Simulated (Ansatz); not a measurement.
# ZnFe2As2, from a guessed structure to a relaxed one, part 2 of 2

This structure for ZnFe2As2 is made up. Its elements were placed in a known structure type with a cell scaled to their sizes. What cell does the guess relax to, and how far off was it?

Ansatz 0.2.0; DFT, PBEsol, plane-wave PAW, files of the set soft_1, scalar-relativistic, ferromagnetic start, cell and ions relaxed at zero pressure; PAW set soft_1 (the session's first sound run).

So far: The starting structure; Relaxing cell and atoms.

## (3) Bands of the relaxed cell

With the geometry fixed, one more self-consistent run, with a narrower smearing and the mesh shown in its input, gives the bands, and its pressure, and its forces where symmetry allows any, show how far the geometry depends on these settings.

This step: DFT, PBEsol, plane-wave PAW, files of the set soft_1, scalar-relativistic, no spin, bands and density of states at the relaxed cell; PAW set soft_1 (Ansatz 0.2.0).

Contents of input.yaml:

```yaml
crystal:
  lattice:
    - [0.0, 2.8040679867, 4.5951563982]
    - [2.8034017353, 0.0, 4.5951563982]
    - [2.8034017353, 2.8040679867, 0.0]
  atoms:
    - { symbol: As, position: [0.6302666406, 0.6302666406, 0.3697333594] }
    - { symbol: As, position: [0.3697333594, 0.3697333594, 0.6302666406] }
    - { symbol: Zn, position: [0.0, 0.0, 0.0] }
    - { symbol: Fe, position: [0.25, 0.25, 0.25] }
    - { symbol: Fe, position: [0.75, 0.75, 0.75] }
kpoints:
  mp_grid: { grid: [8, 8, 8] }
  band_path:
    path:
      - [[0.0, 0.0, 0.0], [0.24988116, 0.75, -0.50011884], [0.77915981, 1.0, -0.22084019], [-1.2793975, -0.5, -0.7793975], [-0.5, -0.5, 0.0], [-0.5, 0.0, 0.5], [-0.77915981, 0.0, 0.22084019]]
      - [[1.2793975, 1.5, 0.7793975], [0.75011884, 1.25, 0.50011884], [0.0, 0.5, 0.5], [0.0, 0.0, 0.0], [0.5, 1.0, 0.0]]
      - [[0.0, 0.5, 0.0], [0.0, 0.0, 0.0]]
    npoints: 7
scf:
  occupations: { method: fermi_dirac, width: 0.03 }
  n_extra_bands: 9
hamiltonian:
  xc: pbesol
  pseudopotentials: { kind: paw, azcp: { folder: soft_1 }, xc_functional: pbe }
output:
  forces: true
  stress: true
  write_bands: true
  dos: { projected: true }
  write_density: true
  write_potential: true
  elf: true
  volumetric_format: npy
```

The run is started by

```
$ ansatz run input.yaml --threads 4 --pin off --max-ram 8192MiB --backend cpu --events-out ev --progress --plain --runs-dir out
```

Numbers of over 12 decimals in the logs are rounded to 6 here.

Log:

```text
[...]
Crystal: 5 atoms, lattice volume = 72.244 Å³
Basis set: ecut = 420 eV, 1387 PW (Γ), exchange–correlation on 72×72×54 points (8 copies of the dense FFT grid, shifted against one another)
Bands: 46, of which v1, the nominal top of the filled ones, is band 37 counted from 1 (36 counted from 0)
Symmetry: 8 space group operations
[...]
k-points: 95 of 512
[...]
SCF iter   1: F=—  HF=-21810.587475 eV  |F-HF|=—  |Δ(HF+E_count)|=         —  Δρ=2.21e-1  dr2=5.18e1  ethr=3.10e-3  ⟨swp⟩=6.0  Hψ=16196  notcnv=0
[...]
SCF iter  12: F=-21804.506863 eV  HF=-21804.506863 eV  |F-HF|=1.31e-8  |Δ(HF+E_count)|=  5.02e-10  Δρ=5.23e-6  dr2=2.01e-8  ethr=1.35e-10  ⟨swp⟩=14.9  Hψ=32142  notcnv=0
SCF 1 converged in 12 iterations: F = -21804.506863 eV  dr2 = 2.01e-8
[...]
NSCF: frozen V_eff on 80 k-points
SCF converged after 12 iterations
Free energy (F): -21804.506863 eV
[...]
Internal energy: -21804.498342 eV  (E = F + TS)
E sigma→0 (E₀):  -21804.502602 eV
Entropy (-TS):   -0.008521 eV (-1.704 meV/atom)
Fermi energy:    14.318456 eV
[...]
--- Forces (eV/Å), atoms counted from 1 ---
  atom   1  As     0.00000000     0.00000000     0.01664376
  atom   2  As     0.00000000     0.00000000    -0.01664376
  atom   3  Zn     0.00000000     0.00000000     0.00000000
  atom   4  Fe     0.00000000     0.00000000     0.00000000
  atom   5  Fe     0.00000000     0.00000000     0.00000000
  max |Σ_I F_I| component: 0.00e0 eV/Å
--- Stress (GPa, compression-positive) ---
        0.005002       0.000000       0.000000
        0.000000      -0.025518       0.000000
        0.000000       0.000000       0.068657
  P = ⅓ Tr σ = 0.0160 GPa (0.160 kbar)
--- Band table (eV; the first three rows and the last of 95) ---
  k-point 0: bands = [... 33 lower, 13.7623, 13.8855, 14.3965, 14.3966, 14.6439, 14.8235, 16.0886, 16.0893, ... 5 higher]
  k-point 1: bands = [... 33 lower, 13.7207, 13.7795, 14.0932, 14.1735, 14.9155, 14.9802, 15.7911, 16.1985, ... 5 higher]
  k-point 2: bands = [... 33 lower, 13.4930, 13.6114, 13.7070, 14.0388, 15.1982, 15.3395, 15.6110, 16.4954, ... 5 higher]
  k-point 94: bands = [... 33 lower, 13.4215, 13.8914, 13.9049, 13.9056, 14.6437, 16.3566, 16.8093, 18.1695, ... 5 higher]
```

Wall time 9.2 s (4 threads of Arm Neoverse V2, shared host); peak memory 0.65 GiB.

Numbers from this step:

```yaml
free_energy: -21804.5069 eV
energy_at_zero_smearing: -21804.5026 eV
smearing_term_ts: 0.008521 eV
fermi_energy: 14.32 eV
pressure: 0.01605 GPa
```

bands.tsv at the labelled points (eV, zero at the Fermi level; the bands that come nearest the Fermi level along the path):

```tsv
point	band 34	band 35	band 36	band 37	band 38	band 39	band 40	band 41
Γ	-0.56	-0.43	0.08	0.08	0.33	0.51	1.77	1.77
Y	-1.74	-0.49	-0.47	-0.45	-0.45	0.72	0.73	0.75
F	-0.88	-0.78	-0.54	-0.31	0.23	0.64	0.78	1.46
H	-1.23	-0.83	-0.64	0.34	0.47	1.82	2.67	2.79
Z	-0.90	-0.43	-0.41	-0.41	0.33	2.04	2.49	3.85
I	-1.33	-1.16	-0.49	-0.47	0.51	0.54	0.75	0.79
F1	-0.88	-0.78	-0.54	-0.31	0.23	0.64	0.78	1.46
H1	-1.23	-0.83	-0.64	0.34	0.47	1.82	2.67	2.79
Y1	-1.74	-0.49	-0.47	-0.45	-0.45	0.72	0.73	0.75
X	-1.33	-1.16	-0.49	-0.48	0.51	0.54	0.74	0.79
Γ	-0.56	-0.43	0.08	0.08	0.33	0.51	1.77	1.77
N	-1.47	-1.44	-0.79	-0.05	1.35	1.42	2.20	2.20
M	-1.47	-1.44	-0.79	-0.05	1.35	1.42	2.20	2.20
Γ	-0.56	-0.43	0.08	0.08	0.33	0.51	1.77	1.77
```

Counts of states for the cell as run, both spins, by energy window (eV from the Fermi level):

| from | to | total |
| --- | --- | --- |
| -8 | -7 | 10.00 |
| -7 | -6 | 2.01 |
| -6 | -5 | 1.93 |
| -5 | -4 | 2.34 |
| -4 | -3 | 3.66 |
| -3 | -2 | 3.83 |
| -2 | -1 | 4.27 |
| -1 | 0 | 6.01 |
| 0 | 1 | 3.18 |
| 1 | 2 | 3.10 |
| 2 | 3 | 1.84 |
| 3 | 4 | 1.82 |
| 4 | 5 | 1.77 |

Below -8 eV lie 40.0 more states.

Electrostatic potential energy in the ac plane of the cell as run, not the conventional one, at fractional y = 0.000, with atoms of Zn within 0.2 Å of it. With pseudopotentials it is smooth inside the atoms' cores, unlike the true potential.

Ten even steps from '0' (-49 eV) to '9' (17 eV), each cell a mean:
```
005899999999951
336999998899985
778999987799999
999999998789999
999999999899999
999999999999999
999998889999999
999998789999998
689998889999865
158999999999730
016999999999730
```
Columns run along a (5.4 Å; values clipped at the 3rd and 97th percentile), rows up along c (4.0 Å). Atoms in or near the plane, at fractional coordinates: Zn at (0.00, 0.00).

Valence density in the ac plane of the cell as run, not the conventional one, at fractional y = 0.000, with atoms of Zn within 0.2 Å of it. It is the smooth field of the valence electrons, not physical close to the nuclei.

Ten steps, logarithmic in the rise over the least value, from '0' (0 e/Å³) to '9' (32 e/Å³), each cell a mean:
```
963100011100026
442000011110012
111000012210000
000000012211000
000000011111000
000011111100000
000011211000000
000012211000000
210001211000123
631000111000146
962000011000149
```
Columns run along a (5.4 Å), rows up along c (4.0 Å). Atoms in or near the plane, at fractional coordinates: Zn at (0.00, 0.00).

ELF in the ac plane of the cell as run, not the conventional one, at fractional y = 0.000, with atoms of Zn within 0.2 Å of it. It is the smooth field of the valence electrons, not physical close to the nuclei.

Ten even steps from '0' (0.00) to '9' (0.36), each cell a mean:
```
003456778876530
224455555677643
444565556678754
445677756778754
346788986678753
236886799778753
346887667877654
446887755666544
445786655555443
034677666555420
003568999865420
```
Columns run along a (5.4 Å), rows up along c (4.0 Å). Atoms in or near the plane, at fractional coordinates: Zn at (0.00, 0.00).

## (4) Results

| Property | Result |
| --- | --- |
| space group, relaxed | I4/mmm |
| conventional cell | a = 3.965, b = 3.965, c = 9.190 Å; α = 90.0°, β = 90.0°, γ = 90.0° |
| volume per atom | 14.45 Å³ (guess 12.88) |
| total moment | 0.00 μB in the cell of 5 atoms |

ZnFe2As2 relaxes to I4/mmm with a = 3.965, b = 3.965 and c = 9.190 Å. The guessed volume was 11 % too small. The symmetry rose from Fmmm to I4/mmm, so the distortion of the structure type doesn't survive with these elements. The moments died out from this one start and weren't seeded again at the relaxed cell. Bands cross the Fermi level, so it is a metal or semimetal at this level. On the 8×8×8 mesh with the narrower smearing (relaxed on 8×8×8) the largest force component is 0.017 eV/Å and the largest stress component is 0.069 GPa, against the relaxation's thresholds of 0.015 eV/Å and 0.05 GPa. The cutoff wasn't tested. A vector of the cell changed its length by 15 %, more than the volume shows. No dispersion term is used, so weakly bound directions may come out too long. Nothing here tests whether the compound is stable against decomposition.

[Logs are printed without paths, hosts, clocks, repeated set-up lines and the standing remarks that a program may print on its own settings, such as how far it seeks lower states.]

[Hosts, paths, dates, database ids (printed as entryN), source tags and the programs' standing remarks are cut or masked in the printed files.]
